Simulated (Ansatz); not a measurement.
**PbSe2 (model cell, started as rutile): following an unstable mode**

Aim: this structure of PbSe2 (model cell, started as rutile) is to be tested for unstable modes, and one is followed downhill.

Method: DFT PBEsol, scalar-relativistic, plane waves, PAW, in Ansatz 0.2.0.

The structure was built from a prototype and need not be the compound's stable phase.

## Step 1: The starting structure

Symmetry: P4_2/mnm, No. 136, tetragonal system. The conventional cell has a = 6.594 Å, b = 6.594 Å, c = 4.191 Å, α = 90.00°, β = 90.00°, γ = 90.00°. Nearest to Pb lie 6 Se at 2.79 to 2.82 Å. Nearest to Se lie 3 Pb at 2.79 to 2.82 Å. Farther neighbours and most contacts between anions are not listed.

## Step 2: Response at finite wavevector

The cell comes from relaxations at this level that are not shown. Stability and thermal properties need the whole zone. Linear response on a 2×2×2 q mesh gives force constants as far as a supercell of that size would.

File input.yaml:

```yaml
crystal:
  lattice:
    - [6.5939545271, 0.0, 0.0]
    - [0.0, 6.5939545271, 0.0]
    - [0.0, 0.0, 4.1905182995]
  atoms:
    - { symbol: Pb, position: [0.0, 0.0, 0.0] }
    - { symbol: Pb, position: [0.5, 0.5, 0.5] }
    - { symbol: Se, position: [0.3028381319, 0.3028381319, 0.0] }
    - { symbol: Se, position: [0.6971618681, 0.6971618681, 0.0] }
    - { symbol: Se, position: [0.8028381319, 0.1971618681, 0.5] }
    - { symbol: Se, position: [0.1971618681, 0.8028381319, 0.5] }
kpoints:
  mp_grid: { grid: [6, 6, 8] }
hamiltonian:
  xc: pbesol
scf:
  occupations: { method: methfessel_paxton, width: 0.2 }
output:
  eigenvalues: true
phonons:
  method: dfpt
  qmesh: [2, 2, 2]
  temperatures: { t_max: 1000, t_step: 50 }
  qpath:
    path:
      - [[0.0, 0.0, 0.0], [0.0, 0.5, 0.0], [0.5, 0.5, 0.0], [0.0, 0.0, 0.0], [0.0, 0.0, 0.5], [0.0, 0.5, 0.5], [0.5, 0.5, 0.5], [0.0, 0.0, 0.5]]
      - [[0.0, 0.5, 0.0], [0.0, 0.5, 0.5]]
      - [[0.5, 0.5, 0.0], [0.5, 0.5, 0.5]]
    npoints: 10
```

Started as:

```bash
> ansatz run input.yaml --threads 8 --pin off --max-ram 14336MiB --backend cpu --events-out ev --progress --plain --runs-dir out
```

Numbers of over 12 decimals in the logs are rounded to 6 here.

The log of the run:

```text
Warning: phonons: the dynamical matrix that this run interpolates holds no multipole term above the dipole-dipole one, and a site of this crystal is no centre of inversion, so its interpolated transverse optical and acoustic branches and sound speeds can stay off near Gamma, and the density of states and the thermodynamics with them. What a run solves at a wave vector of phonons.qpoints, Gamma apart, where the deck admits one, is free of this, and under fd what a larger phonons.supercell samples
Engine: ansatz 0.2.0, aarch64-unknown-linux-gnu
Pseudopotentials: kind: paw
Pseudopotential: Pb, paw, valence charge 14, recommended cutoff 420 eV (normal), Pb.paw.azcp
Pseudopotential: Se, paw, valence charge 16, recommended cutoff 420 eV (normal), Se.paw.azcp
Functional definition: PBEsol
  exchange = pbesol_x
  correlation = pbesol_c
Crystal: 6 atoms, lattice volume = 182.205 Å³
Basis set: ecut = 420 eV, 3511 PW (Γ), exchange–correlation on 96×96×60 points (8 copies of the dense FFT grid, shifted against one another)
Bands: 56, of which v1, the nominal top of the filled ones, is band 46 counted from 1 (45 counted from 0)
Symmetry: 16 space group operations
k-points: 50 of 288
Non-local potential: Pb, projectors of the file, l = 0: 2, l = 1: 2, l = 2: 2, l = 3: 2
Non-local potential: Se, projectors of the file, l = 0: 2, l = 1: 2, l = 2: 3, l = 3: 1
PAW form: soft (Blöchl's): semilocal exchange-correlation on the pseudo side does not see the compensation charge
PAW frozen core: Pb, regenerated for the run's functional, and the local potential with it (the file was generated under x = pbe(κ = 0.804, μ = 0.219515), c = pbe(β = 0.066725))
PAW frozen core: Se, regenerated for the run's functional, and the local potential with it (the file was generated under x = pbe(κ = 0.804, μ = 0.219515), c = pbe(β = 0.066725))
PAW one-centre angular grid: Pb, 590 points (default); XC on 64 Gauss nodes
PAW one-centre angular grid: Se, 590 points (default); XC on 64 Gauss nodes
Initial density: superposition of atomic densities (neutral atoms: chi_scale 0, normalization atom), corrected by the library's trained network
Initial wavefunctions: pseudopotential atomic-orbital guess
Functional: x = pbesol(κ = 0.804, μ = 0.123457), c = pbesol(β = 0.046)
SCF iter   1: F=—  HF=-45205.831398 eV  |F-HF|=—  |Δ(HF+E_count)|=         —  Δρ=2.22e-3  dr2=1.05e-2  ethr=1.77e-3  ⟨swp⟩=7.3  Hψ=11376  notcnv=0  defer=1
preconditioner: auto → LDOS  [metal: Δε(μ)=0.019 eV  Ē_g=13.956 eV  σ=0.200 eV  W_gap=0.08  n_scr=46 (ndim 8)  ℏωp=19.8 eV  f_vac=0.123  D(μ)=3.94/eV (n_scr^D=22)  β→1.0]
SCF iter   2: F=—  HF=-45205.827954 eV  |F-HF|=—  |Δ(HF+E_count)|=   3.44e-3  S|Δr|=    0.00e0  Δρ=1.08e-3  dr2=1.59e-3  ethr=1.14e-5  ⟨swp⟩=2.0  Hψ=5559  notcnv=0  defer=1
SCF iter   3: F=—  HF=-45205.827139 eV  |F-HF|=—  |Δ(HF+E_count)|=   8.15e-4  S|Δr|=    0.00e0  Δρ=2.77e-4  dr2=2.00e-4  ethr=1.73e-6  ⟨swp⟩=2.0  Hψ=4962  notcnv=0  defer=1
SCF iter   4: F=—  HF=-45205.827048 eV  |F-HF|=—  |Δ(HF+E_count)|=   9.16e-5  S|Δr|=    0.00e0  Δρ=8.82e-5  dr2=1.59e-5  ethr=2.18e-7  ⟨swp⟩=2.0  Hψ=4961  notcnv=0  defer=1
SCF iter   5: F=—  HF=-45205.827050 eV  |F-HF|=—  |Δ(HF+E_count)|=   2.23e-6  S|Δr|=    0.00e0  Δρ=2.38e-5  dr2=1.60e-6  ethr=1.73e-8  ⟨swp⟩=2.3  Hψ=3936  notcnv=0  defer=1
SCF iter   6: F=—  HF=-45205.827048 eV  |F-HF|=—  |Δ(HF+E_count)|=   1.76e-6  S|Δr|=    0.00e0  Δρ=5.78e-6  dr2=4.85e-8  ethr=1.74e-9  ⟨swp⟩=2.0  Hψ=4963  notcnv=0  defer=1
SCF iter   7: F=—  HF=-45205.827048 eV  |F-HF|=—  |Δ(HF+E_count)|=   8.23e-8  S|Δr|=    0.00e0  Δρ=1.23e-6  dr2=2.43e-9  ethr=5.27e-11  ⟨swp⟩=2.0  Hψ=4963  notcnv=0  defer=1
SCF iter   8: F=—  HF=-45205.827048 eV  |F-HF|=—  |Δ(HF+E_count)|=   1.12e-9  S|Δr|=    0.00e0  Δρ=4.17e-7  dr2=3.82e-10  ethr=2.64e-12  ⟨swp⟩=2.0  Hψ=4982  notcnv=0  defer=1
SCF iter   9: F=—  HF=-45205.827048 eV  |F-HF|=—  |Δ(HF+E_count)|=  4.37e-11  S|Δr|=    0.00e0  Δρ=1.10e-7  dr2=2.49e-11  ethr=1.00e-12  ⟨swp⟩=3.0  Hψ=5088  notcnv=0  defer=1
SCF iter  10: F=-45205.827048 eV  HF=-45205.827048 eV  |F-HF|=7.28e-12  |Δ(HF+E_count)|=    0.00e0  S|Δr|=    0.00e0  Δρ=2.69e-8  dr2=7.61e-13  ethr=1.00e-12  ⟨swp⟩=11.3  Hψ=14341  notcnv=0
SCF 1 converged in 10 iterations: F = -45205.827048 eV  dr2 = 7.61e-13
  greatest PAW one-centre occupation: 1.000 electrons in one spin orbital (limit 2), on the Se atom at site 5 (counted from 0), in its partial waves of l = 2
Initial density: read from a saved state, or passed on in memory by an earlier SCF of this step, an earlier step, the calling program or the single point that the run made first
[...]
eigensolver tolerance schedule: the retry pair's looser diagonalisation over-reported the residual by 1174084.68 of it (diagonalisation noise at an unbounded share of the residual, at the tolerance the schedule requests for it); recorded, not acted on — ethr = c·dr2/N_el stays at c = 1.0e-1
preconditioner: auto → LDOS  [metal: Δε(μ)=0.023 eV  Ē_g=13.985 eV  σ=0.200 eV  W_gap=0.10  n_scr=46 (ndim 8)  ℏωp=19.8 eV  f_vac=0.117  D(μ)=3.95/eV (n_scr^D=22)  β→1.0]
[...]
SCF 2 converged in 5 iterations: F = -45205.827048 eV  dr2 = 4.99e-12
k-points: 104 of 288 (irreducible under 2 space group operations, time reversal used)
[...]
preconditioner: auto → Resta (q_TF=auto, 2.435 Å⁻¹)  ε∞=3.0  [insulator: Δε(μ)=0.001 eV  Ē_g=13.992 eV  n_scr=46 (ndim 8)  ℏωp=19.8 eV  f_vac=0.117  ε∞_Penn≈3.0]
[...]
SCF iter  91: F=—  HF=-45205.829084 eV  |F-HF|=—  |Δ(HF+E_count)|=   6.59e-6  Δρ=4.69e-4  dr2=4.63e-4  ethr=9.87e-8  ⟨swp⟩=1.0  Hψ=5427  notcnv=0  defer=397
SCF iter  92: F=—  HF=-45205.829061 eV  |F-HF|=—  |Δ(HF+E_count)|=   2.27e-5  Δρ=2.08e-4  dr2=9.11e-5  ethr=9.87e-8  ⟨swp⟩=1.0  Hψ=5427  notcnv=0  defer=397
SCF iter  93: F=—  HF=-45205.829079 eV  |F-HF|=—  |Δ(HF+E_count)|=   1.73e-5  Δρ=4.63e-4  dr2=4.53e-4  ethr=9.87e-8  ⟨swp⟩=1.0  Hψ=5427  notcnv=0  defer=397  recentre
SCF iter  94: F=—  HF=-45205.829060 eV  |F-HF|=—  |Δ(HF+E_count)|=   1.83e-5  Δρ=2.08e-4  dr2=9.11e-5  ethr=9.87e-8  ⟨swp⟩=1.0  Hψ=5427  notcnv=0  defer=397
SCF iter  95: F=—  HF=-45205.829102 eV  |F-HF|=—  |Δ(HF+E_count)|=   4.21e-5  Δρ=4.92e-4  dr2=5.12e-4  ethr=9.87e-8  ⟨swp⟩=1.0  Hψ=5427  notcnv=0  defer=397  recentre
SCF iter  96: F=—  HF=-45205.829106 eV  |F-HF|=—  |Δ(HF+E_count)|=   3.72e-6  Δρ=4.97e-4  dr2=5.21e-4  ethr=9.87e-8  ⟨swp⟩=1.0  Hψ=5427  notcnv=0  defer=397
SCF iter  97: F=—  HF=-45205.829074 eV  |F-HF|=—  |Δ(HF+E_count)|=   3.17e-5  Δρ=4.59e-4  dr2=4.43e-4  ethr=9.87e-8  ⟨swp⟩=1.0  Hψ=5427  notcnv=0  defer=397
SCF iter  98: F=—  HF=-45205.829077 eV  |F-HF|=—  |Δ(HF+E_count)|=   2.46e-6  Δρ=2.49e-4  dr2=1.31e-4  ethr=9.87e-8  ⟨swp⟩=9.2  Hψ=21827  notcnv=0
SCF iter  99: F=—  HF=-45205.829063 eV  |F-HF|=—  |Δ(HF+E_count)|=   1.42e-5  Δρ=2.11e-4  dr2=9.35e-5  ethr=9.87e-8  ⟨swp⟩=2.0  Hψ=13581  notcnv=0
SCF iter 100: F=—  HF=-45205.829080 eV  |F-HF|=—  |Δ(HF+E_count)|=   1.74e-5  Δρ=4.64e-4  dr2=4.54e-4  ethr=9.87e-8  ⟨swp⟩=1.4  Hψ=12382  notcnv=0  recentre
WARN: phonons: the run's symmetry doesn't show that the Born effective charges vanish, and it interpolates frequencies without the dipole-dipole term. In a polar insulator or semiconductor they then lack LO-TO splitting, and the branches near Gamma, sound speeds, density of states, thermodynamics and thermal conductivity can be off. Where the input admits it, phonons.dielectric: true or phonons.non_analytic_term supplies the term (a sheet's or wire's own needs phonons.isolated: true). The run goes on without its unit cell's response to a homogeneous field, whose tensors the term is made of, since the solve failed (did not converge after 100 iterations: [rest of the remark cut]
NSCF: frozen V_eff on 50 k-points
WARN: eigensolver did not converge (k=6): 1 band(s) unlocked after 20 sweeps at ethr=1.37e-12 eV (storage-precision floor; scheduled 1.00e-12 eV) (lowest unlocked band 55, counted from 0; max residual 5.56e-6 eV among the unlocked bands, 5.56e-6 eV over every band; other slots of this pass that fall short are told together in one closing line; warning suppressed until the next SCF loop or pass starts)
WARN: eigensolver did not converge in 5 slots of this pass, the one above among them; of largest residual over every band (k=21): 1 band(s) unlocked (lowest unlocked band 55, counted from 0; max residual 8.52e-6 eV among the unlocked bands, 8.52e-6 eV over every band); of lowest unlocked band (k=6): band 55
NSCF: frozen V_eff on 100 k-points
DFPT response loops at q = (0, 0, 0) (fractional): preconditioner auto → Kerker (q_TF=auto, 2.435 Å⁻¹) (partly filled bands, converged f_vac=0.117); β = 1.00, the filter's whole step (`scf.mixing.beta` (0.50) is not read by the response loops under this deck's `scf.mixing.preconditioner`; to damp them name `kerker` or `kerker_dos`, under which they read `scf.mixing.beta`, and type it under 1.00, their step now; both keys bind the ground state too); Broyden in place of MSR1
NSCF: frozen V_eff on 200 k-points
DFPT response loops at q = (0, 0, -0.5) (fractional): mixed as the last ones told, above
NSCF: frozen V_eff on 200 k-points
DFPT response loops at q = (0, -0.5, 0) (fractional): mixed as the last ones told, above
NSCF: frozen V_eff on 200 k-points
DFPT response loops at q = (0, -0.5, -0.5) (fractional): mixed as the last ones told, above
NSCF: frozen V_eff on 200 k-points
DFPT response loops at q = (-0.5, -0.5, 0) (fractional): mixed as the last ones told, above
NSCF: frozen V_eff on 200 k-points
DFPT response loops at q = (-0.5, -0.5, -0.5) (fractional): mixed as the last ones told, above
SCF converged after 10 iterations
Stability not checked: this state was not tested for a lower state beside it, because cold or Methfessel-Paxton smearing, or corrected tetrahedra, fill the levels in a way that the test cannot read (fill_not_monotonic; see scf.lower_state_search)
Free energy (F): -45205.827048 eV
Harris-Foulkes:  -45205.827048 eV  (|F-HF|=7.28e-12)
Internal energy: -45205.835911 eV  (E = F + TS)
E sigma→0 (E₀):  -45205.829264 eV
Entropy (-TS):   0.008863 eV (1.477 meV/atom)
Fermi energy:    6.418547 eV
Step filling:    the computed levels leave a gap of 0.0013 eV = 0.0 smearing widths at the electron count; against every level under it full and every level over it empty, smearing changes F+E_penalty+E_count by +2.293 meV and its σ→0 estimate by +0.077 meV
--- Per-component energies (eV) ---
  E_band       = -1784.078012
  E_kinetic    = 1051.649116
  E_local      = -13052.835496  (includes V_loc(G=0)·N_el)
  E_nonlocal   = -1663.020776
  E_hartree    = 6172.456803
  E_xc         = -845.465866
  E_vxc        = -650.658983  (∫ρ·V_xc dr)
  E_paw        = -27991.775388  (= ΣΔE_a)
  E_vpaw       = 185.876788  (= ΣTr[D̂ρ^β])
  E_aug_tail   = -0.002231  (compensation charges beyond the density's cutoff)
  E_ewald      = -8881.000107
  E_core_change = 4.158035  (= ΣΔE_core)
  E_smearing   = 0.008863  (= −TS)
  E_closure    = 0.000000  (closes the sum)
  Σ components = -45205.827048   (vs F -45205.827048, Δ=0.00e0)
--- Band table (eV; the first three rows and the last of 50) ---
  k-point 0: bands = [... 42 lower, 5.8039, 5.8039, 6.2818, 6.2818, 6.9054, 7.3235, 8.9596, 8.9596, ... 6 higher]
  k-point 1: bands = [... 42 lower, 5.1478, 6.1207, 6.3077, 6.3077, 6.7828, 7.6818, 9.6591, 9.6591, ... 6 higher]
  k-point 2: bands = [... 42 lower, 4.4635, 6.1236, 6.1236, 6.4360, 6.4678, 7.9566, 10.3631, 10.8224, ... 6 higher]
  k-point 49: bands = [... 42 lower, 5.8940, 5.8940, 6.0128, 6.0128, 6.4469, 6.4469, 11.2082, 11.2082, ... 6 higher]
--- Phonons (Γ-DFPT): 4 representative perturbations + reference (Σ response iterations 13) ---
  ASR residual: 6.447e-5 → 0.000e0 eV/Å²; symmetrization residual: 3.173e-5 eV/Å²
  ASR residual per site (eV/Å²): 6.45e-5 6.45e-5 3.58e-5 3.58e-5 3.58e-5 3.58e-5
  Γ frequencies (cm⁻¹): -73.96 -67.81 -67.81 -46.79 -12.34 0.00 0.00 0.00 87.30 87.30 108.68 108.68 134.68 150.36 150.36 153.09 153.64 163.66
--- Phonons (arbitrary-q DFPT): 6 irreducible q on the 2×2×2 mesh ---
  q = [0.0000, 0.0000, 0.0000] (star 1, of the zone-centre solve; hermiticity 1.20e-5, symmetrization 1.47e-11): -73.96 -67.81 -67.81 -46.79 -12.34 -0.00 -0.00 -0.00 87.30 87.30 108.68 108.68 134.68 150.36 150.36 153.09 153.64 163.66
  q = [0.0000, 0.0000, -0.5000] (star 1, 4 solved perturbations in 330 linear systems a pass and spin channel, the states on 100 of 288 k-point pairs; hermiticity 5.06e-6, symmetrization 1.32e-12): -71.92 -71.92 -63.98 -63.98 18.99 18.99 56.09 56.09 85.49 85.49 131.95 131.95 134.92 134.92 147.87 147.87 167.04 167.04
  q = [0.0000, -0.5000, 0.0000] (star 2, 6 solved perturbations on 100 of 288 k-point pairs; hermiticity 1.11e-5, symmetrization 1.24e-12): -72.46 -72.46 -58.36 -58.36 -10.45 -10.45 57.22 57.22 62.16 62.16 108.47 108.47 145.37 145.37 145.78 145.78 167.61 167.61
  q = [0.0000, -0.5000, -0.5000] (star 2, 6 solved perturbations on 100 of 288 k-point pairs; hermiticity 4.79e-6, symmetrization 8.35e-13): -68.76 -68.76 -56.50 -56.50 -9.53 -9.53 2.53 2.53 108.28 108.28 124.81 124.81 141.48 141.48 144.90 144.90 172.94 172.94
  q = [-0.5000, -0.5000, 0.0000] (star 1, 4 solved perturbations in 330 linear systems a pass and spin channel, the states on 100 of 288 k-point pairs; hermiticity 8.07e-6, symmetrization 1.25e-11): -77.27 -77.27 -71.91 -71.91 -10.23 -10.23 13.72 13.72 91.28 91.28 113.37 113.37 145.13 145.13 149.71 149.71 155.77 155.77
  q = [-0.5000, -0.5000, -0.5000] (star 1, 4 solved perturbations in 330 linear systems a pass and spin channel, the states on 100 of 288 k-point pairs; hermiticity 5.99e-6, symmetrization 2.65e-12): -64.43 -64.43 -53.88 -53.88 -14.18 -14.18 54.91 54.91 85.87 85.87 133.09 133.09 133.86 133.86 145.24 145.24 168.95 168.95
  sum rule: each row above includes the acoustic sum rule's correction from the zone centre's row sums; it moved no ω² by more than (0.49 cm⁻¹)²
  mesh force constants: q→R imaginary residual 9.71e-18; ASR residual 6.447e-5 → 0.000e0 eV/Å²; symmetrization residual 4.441e-15 eV/Å²
  interpolated dispersion: 93 rows × 18 modes
  density of states and harmonic sums: on the 10×10×16 q-mesh, interpolated from the force constants of a 2×2×2 supercell (no non-analytic term)
  largest difference from the sums on the solved wave vectors: F 2.63e-1 eV, S 3.50e-4 and C_V 8.68e-5 eV/K
  zero-point energy: 0.087458 eV/cell   skipped modes (ω ≤ 0): 956, of them read as no rigid motion or as one in doubt: 953 (4.991e0 modes/cell left out, lowest -77.39 cm⁻¹)   left out of the sums: 2.77e-1 of the cell's modes: C_V's classical limit lies that fraction below 3 k_B per atom; for a crystal, a wire or a layer, F and S can be off by more, and a phonons.interpolated_qmesh denser along its periods is the remedy for the sampling
```

It took 15 min on 8 threads of Arm Neoverse N1, shared host; peak memory 3.2 GiB.

The column dr2 measures how far the density is from self-consistency, as an energy; F and HF (Harris–Foulkes) agree once it is small.

Numbers from this step:

| Property | Result |
| --- | --- |
| volume per atom | 30.37 Å³ |
| gap on the k-mesh | 0 eV |
| sum-rule residual before enforcement | 6.45e-5 eV/Å² |
| lowest frequency on the path | -77.39 cm⁻¹ |
| point group | 4/mmm |
| highest frequency on the path or at a solved wavevector | 172.9 cm⁻¹ |
| highest optical mode at the zone centre (no LO-TO term) | 163.7 cm⁻¹ |
| lowest optical zone-centre mode | -73.96 cm⁻¹ |
| lowest mode on the q mesh (acoustic modes at Γ apart) | -77.27 cm⁻¹ |

Frequencies (cm⁻¹) solved at each irreducible wavevector; negative means imaginary. Frequencies by wavevector, by row:

| q in reciprocal lattice units | star | mode 1 | mode 2 | mode 3 | mode 4 | mode 16 | mode 17 | mode 18 |
| --- | --- | --- | --- | --- | --- | --- | --- | --- |
| 0 0 0 | 1 | -74 | -67.8 | -67.8 | -46.8 | 153.1 | 153.6 | 163.7 |
| 0 0 -0.5 | 1 | -71.9 | -71.9 | -64 | -64 | 147.9 | 167 | 167 |
| 0 -0.5 0 | 2 | -72.5 | -72.5 | -58.4 | -58.4 | 145.8 | 167.6 | 167.6 |
| 0 -0.5 -0.5 | 2 | -68.8 | -68.8 | -56.5 | -56.5 | 144.9 | 172.9 | 172.9 |
| -0.5 -0.5 0 | 1 | -77.3 | -77.3 | -71.9 | -71.9 | 149.7 | 155.8 | 155.8 |
| -0.5 -0.5 -0.5 | 1 | -64.4 | -64.4 | -53.9 | -53.9 | 145.2 | 168.9 | 168.9 |

Interpolated from a 2×2×2 q mesh, rough between the solved points. The phonon branches at the labelled points (cm⁻¹):

| point | branch 1 | branch 2 | branch 3 | branch 4 | branch 15 | branch 16 | branch 17 | branch 18 |
| --- | --- | --- | --- | --- | --- | --- | --- | --- |
| Γ | -74 | -68 | -68 | -47 | 150 | 153 | 154 | 164 |
| halfway | -74 | -69 | -65 | -51 | 148 | 151 | 161 | 166 |
| X | -72 | -72 | -58 | -58 | 146 | 146 | 168 | 168 |
| halfway | -75 | -75 | -65 | -65 | 147 | 147 | 163 | 163 |
| M | -77 | -77 | -72 | -72 | 150 | 150 | 156 | 156 |
| halfway | -76 | -71 | -66 | -56 | 150 | 150 | 158 | 167 |
| Γ | -74 | -68 | -68 | -47 | 150 | 153 | 154 | 164 |
| halfway | -72 | -70 | -70 | -53 | 146 | 146 | 161 | 167 |
| Z | -72 | -72 | -64 | -64 | 148 | 148 | 167 | 167 |
| halfway | -70 | -70 | -60 | -60 | 146 | 146 | 170 | 170 |
| R | -69 | -69 | -56 | -56 | 145 | 145 | 173 | 173 |
| halfway | -67 | -67 | -55 | -55 | 145 | 145 | 171 | 171 |
| A | -64 | -64 | -54 | -54 | 145 | 145 | 169 | 169 |
| halfway | -71 | -64 | -63 | -55 | 146 | 146 | 169 | 172 |
| Z | -72 | -72 | -64 | -64 | 148 | 148 | 167 | 167 |
| jump to X | -72 | -72 | -58 | -58 | 146 | 146 | 168 | 168 |
| halfway | -69 | -69 | -60 | -60 | 148 | 148 | 171 | 171 |
| R | -69 | -69 | -56 | -56 | 145 | 145 | 173 | 173 |
| jump to M | -77 | -77 | -72 | -72 | 150 | 150 | 156 | 156 |
| halfway | -68 | -68 | -66 | -66 | 146 | 146 | 164 | 164 |
| A | -64 | -64 | -54 | -54 | 145 | 145 | 169 | 169 |

Symmetry leaves 6 wavevectors to solve. The lowest mode among them, the acoustic zeros apart, lies at q = (-0.5, -0.5, 0) and is imaginary, 77.3i cm⁻¹, so the energy falls along it.

## Step 3: The mode frozen in, largest atomic shift 0 Å

The mode followed lies at Γ with frequency 74.0i cm⁻¹, one of the unstable modes though not the softest. At small amplitude the distorted cell has space group no. 84 by a symmetry search on the positions. The undistorted cell that holds it gives the zero of energy on the same k mesh.

input.yaml, the sections that differ from step 2:

```yaml
output:
  forces: true
  stress: true
  eigenvalues: true
# crystal, kpoints, hamiltonian, scf: as in step 2
# phonons: removed
```

The log of the run:

```text
[...]
Crystal: 6 atoms, lattice volume = 182.205 Å³
Basis set: ecut = 420 eV, 3511 PW (Γ), exchange–correlation on 90×90×60 points (8 copies of the dense FFT grid, shifted against one another)
Bands: 56, of which v1, the nominal top of the filled ones, is band 46 counted from 1 (45 counted from 0)
Symmetry: 16 space group operations
[...]
k-points: 50 of 288
[...]
k-point 0: bands = [... 42 lower, 5.8039, 5.8039, 6.2818, 6.2818, 6.9055, 7.3235, 8.9596, 8.9596, ... 6 higher]
  k-point 1: bands = [... 42 lower, 5.1478, 6.1207, 6.3078, 6.3078, 6.7829, 7.6818, 9.6591, 9.6591, ... 6 higher]
  k-point 2: bands = [... 42 lower, 4.4635, 6.1236, 6.1236, 6.4360, 6.4678, 7.9566, 10.3631, 10.8224, ... 6 higher]
  k-point 49: bands = [... 42 lower, 5.8940, 5.8940, 6.0128, 6.0128, 6.4470, 6.4470, 11.2082, 11.2082, ... 6 higher]
[key lines of the parts left out:]
SCF converged after 6 iterations
Free energy (F): -45205.827048 eV
Fermi energy:    6.418576 eV
P = ⅓ Tr σ = -0.0015 GPa (-0.015 kbar)
```

Wall time 7.5 s (8 threads); peak memory 0.96 GiB.

Numbers from this step:

* pressure: -0.001465 GPa
* energy from the undistorted cell: 0 meV/atom

The run ends at a pressure of 0.00 GPa, with forces up to 1.2e-4 eV/Å.

(Continued in part 2 of 3.)

[Logs are printed without paths, hosts, clocks, repeated set-up lines and the standing remarks that a program may print on its own settings, such as how far it seeks lower states.]

[Hosts, paths, dates, database ids (printed as entryN), source tags and the programs' standing remarks are cut or masked in the printed files.]
